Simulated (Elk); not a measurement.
## Collinear magnetic orders of MnS (Alabandite) with Elk

Aim: find out whether MnS (Alabandite) carries moments, and which collinear order costs least.

Method: PBE with U = 4.00 eV on Mn d; all-electron APW+lo, Dirac cores, scalar-relativistic bands, in Elk 11.2.3 (patched build).

This is a report of a sequence of runs, with most program output left out.

## Step 1: Set-up

The structure is cubic, space group Fm-3m (No. 225). Conventional cell: a = 5.224 Å, b = 5.224 Å, c = 5.224 Å, α = 90.00°, β = 90.00°, γ = 90.00°. Nearest to Mn lie 6 S at 2.61 Å. Nearest to S lie 6 Mn at 2.61 Å. Farther neighbours and most contacts between anions are not listed.

As a file:

```cif
data_structure
_symmetry_space_group_name_H-M 'Fm-3m'
_symmetry_Int_Tables_number 225
_cell_length_a 5.2236
_cell_length_b 5.2236
_cell_length_c 5.2236
_cell_angle_alpha 90.000
_cell_angle_beta 90.000
_cell_angle_gamma 90.000
_cell_volume 142.53
loop_
_atom_site_label
_atom_site_type_symbol
_atom_site_symmetry_multiplicity
_atom_site_Wyckoff_symbol
_atom_site_fract_x
_atom_site_fract_y
_atom_site_fract_z
_atom_site_occupancy
Mn1 Mn 4 a 0.00000 0.00000 0.00000 1
S1 S 4 b 0.50000 0.00000 0.00000 1
```

## Step 2: Start 1: ferro +

The parallel start comes first: it fits the smallest cell, keeps the most symmetry and shows whether parallel moments form. A Hubbard term is added for the open shell, at a value in common use.

Moments are seeded by fields in the spheres (the last three columns under atoms), set against the wanted direction and reduced each loop.

elk.in reads:

```
tasks
  0

xctype
  20

rgkmax
  7.0

nempty
  12

swidth
  0.001837

reducebf
  0.6

epsengy
  1e-05

maxscl
  100

lmaxi
  3

lmaxo
  10

lmaxapw
  10

spinpol
  .true.

sppath
  './'

avec
  0.00000000000 4.93558669230 4.93558669230
  4.93558669230 0.00000000000 4.93558669230
  4.93558669230 4.93558669230 0.00000000000

atoms
  2
  'Mn.in'
  1
  0.0000000000 0.0000000000 0.0000000000   0.000000 0.000000 -0.450000
  'S.in'
  1
  0.5000000000 0.5000000000 0.5000000000   0.000000 0.000000 0.000000

ngridk
  8 8 8

dft+u
  1 1
  1 2 0.146997 0.000000
```

Run with:

```
> OMP_NUM_THREADS=4 elk
```

Run time: 90 s. Hardware: 4 threads of Arm Neoverse V1, shared host; peak memory 0.27 GiB; 5.5 min of CPU time.

Numbers from this step:

- density of states at the Fermi level: 8.54e-4 states/eV/cell
- moment between the spheres: 0.2821 μB
- magnetization: 5.000 μB
- final state: ferromagnetic
- largest moment: 4.615 μB

After 21 cycles the largest moment stands at 4.62 μB.

## Step 3: Order 2, typed as antiferro q=(0,1/2,1/2) +-

An opposed order shows whether the pairs that it reverses prefer unlike signs.

The cell is doubled to 4 atoms to hold this order. Its mesh is chosen so that both cells sample the same points.

elk.in reads:

```
tasks
  0

xctype
  20

rgkmax
  7.0

nempty
  12

swidth
  0.001837

reducebf
  0.6

epsengy
  1e-05

maxscl
  100

lmaxi
  3

lmaxo
  10

lmaxapw
  10

spinpol
  .true.

sppath
  './'

avec
  0.00000000000 4.93558669230 4.93558669230
  9.87117338460 0.00000000000 9.87117338460
  9.87117338460 4.93558669230 4.93558669230

atoms
  2
  'Mn.in'
  2
  0.0000000000 0.0000000000 0.0000000000   0.000000 0.000000 -0.450000
  0.0000000000 0.5000000000 0.0000000000   0.000000 0.000000 0.450000
  'S.in'
  2
  0.5000000000 0.0000000000 0.5000000000   0.000000 0.000000 0.000000
  0.5000000000 0.5000000000 0.5000000000   0.000000 0.000000 0.000000

ngridk
  8 4 8

dft+u
  1 1
  1 2 0.146997 0.000000
```

Run with:

```
> OMP_NUM_THREADS=4 elk
```

It took 8.8 min on 4 threads; peak memory 0.57 GiB.

Spin moment in the muffin-tin sphere by atom:

```csv
atom,spin moment in the muffin-tin sphere (μB)
Mn1,4.59
Mn2,-4.59
S3,-0.03
S4,0.03
```

This step gave:

```
density of states at the Fermi level : 3.62e-5 states/eV/cell
moment between the spheres           : 0 μB
magnetization                        : 0 μB
final state                          : antiferromagnetic
```

It lies 20.5 meV a seeded atom under the first start, and its largest moment is 4.59 μB against 4.62 μB.

## Step 4: Order 3, typed as antiferro q=(0,0,1/2) +-

Reversing part of the moments tests the sign of the couplings between them.

The cell is doubled to 4 atoms to hold this order. Its mesh is chosen so that both cells sample the same points.

elk.in reads:

```
tasks
  0

xctype
  20

rgkmax
  7.0

nempty
  12

swidth
  0.001837

reducebf
  0.6

epsengy
  1e-05

maxscl
  100

lmaxi
  3

lmaxo
  10

lmaxapw
  10

spinpol
  .true.

sppath
  './'

avec
  0.00000000000 4.93558669230 4.93558669230
  4.93558669230 0.00000000000 4.93558669230
  9.87117338460 9.87117338460 0.00000000000

atoms
  2
  'Mn.in'
  2
  0.0000000000 0.0000000000 0.0000000000   0.000000 0.000000 -0.450000
  0.0000000000 0.0000000000 0.5000000000   0.000000 0.000000 0.450000
  'S.in'
  2
  0.5000000000 0.5000000000 0.2500000000   0.000000 0.000000 0.000000
  0.5000000000 0.5000000000 0.7500000000   0.000000 0.000000 0.000000

ngridk
  8 8 4

dft+u
  1 1
  1 2 0.146997 0.000000
```

Run with:

```
> OMP_NUM_THREADS=4 elk
```

Wall time 8.3 min (4 threads); peak memory 0.55 GiB; 31 min of CPU time.

Spin moment in the muffin-tin sphere by atom:

```csv
atom,spin moment in the muffin-tin sphere (μB)
Mn1,4.53
Mn2,-4.53
S3,0.00
S4,0.00
```

Numbers from this step:

```yaml
density_of_states_at_the_fermi_level: 2.00e-9 states/eV/cell
moment_between_the_spheres: 0 μB
magnetization: 0 μB
final_state: antiferromagnetic
```

It lies 52.1 meV a seeded atom under the first start, and its largest moment is 4.53 μB against 4.62 μB.

## Step 5: Run 4 (no spin polarisation)

A run without seeds gives the energy of the state without moments.

elk.in reads:

```
tasks
  0

xctype
  20

rgkmax
  7.0

nempty
  12

swidth
  0.001837

epsengy
  1e-05

maxscl
  100

lmaxi
  3

lmaxo
  10

lmaxapw
  10

sppath
  './'

avec
  0.00000000000 4.93558669230 4.93558669230
  4.93558669230 0.00000000000 4.93558669230
  4.93558669230 4.93558669230 0.00000000000

atoms
  2
  'Mn.in'
  1
  0.0000000000 0.0000000000 0.0000000000   0.000000 0.000000 0.000000
  'S.in'
  1
  0.5000000000 0.5000000000 0.5000000000   0.000000 0.000000 0.000000

ngridk
  8 8 8

dft+u
  1 1
  1 2 0.146997 0.000000
```

Run with:

```
> OMP_NUM_THREADS=4 elk
```

Wall time 26 s (4 threads); peak memory 0.26 GiB.

Numbers from this step:

```yaml
density_of_states_at_the_fermi_level: 9.593 states/eV/cell
final_state: non-magnetic (no spin polarisation)
```

It lies 4639 meV a seeded atom over the first start.

## Step 6: The states side by side

These are free energies at a smearing of 0.05 eV, so its entropy term is in the differences. They are divided by the number of seeded atoms, so that cells of unlike size compare. Wavevectors q in the names are fractions of the reciprocal vectors of the first run's cell.

Orders:

```csv
start,final state,typed order kept,energy over the lowest (meV a seeded atom),largest sphere moment (μB),net moment (μB a primitive cell),DOS at the Fermi level (states/eV a primitive cell),mesh matched,CPU time (s)
ferro +,ferromagnetic,yes,52.13,4.615,5,8.54e-4,yes,327
"antiferro q=(0,1/2,1/2) +-",antiferromagnetic,yes,31.66,4.59,0,0,yes,2002
"antiferro q=(0,0,1/2) +-",antiferromagnetic,yes,0,4.529,0,0,yes,1858
no spin polarisation,non-magnetic,-,4691,0,0,9.593,yes,87.59
```

## Step 7: Summary of results

```yaml
lowest_state_found: antiferromagnetic (typed antiferro q=(0,0,1/2) +-)
largest_site_moment: 4.53 μB
next_state: antiferromagnetic, 31.7 meV a seeded atom higher
run_without_spin_seeds_over_the_lowest: 4691 meV a seeded atom
```

The lowest state found is antiferromagnetic, reached from the start antiferro q=(0,0,1/2) +-, with moments up to 4.53 μB. The next state costs 32 meV a seeded atom. Under a U a spinless open shell is left with part-filled orbitals, which the U penalises, so its energy is no clean measure of what the moments gain. This is the lowest of 4 finished starts, no proof of the ground state.

[Logs and program files are shortened in this print: banners, set-up blocks, solver, clock and traceback lines can be left out without a mark of their own.]

[Logs are printed without paths, hosts, clocks, repeated set-up lines and the standing remarks that a program may print on its own settings, such as how far it seeks lower states.]

[Hosts, paths, dates, database ids (printed as entryN), source tags and the programs' standing remarks are cut or masked in the printed files.]

[Where a cell is said to come from a database of computed structures, the database is the Materials Project.]
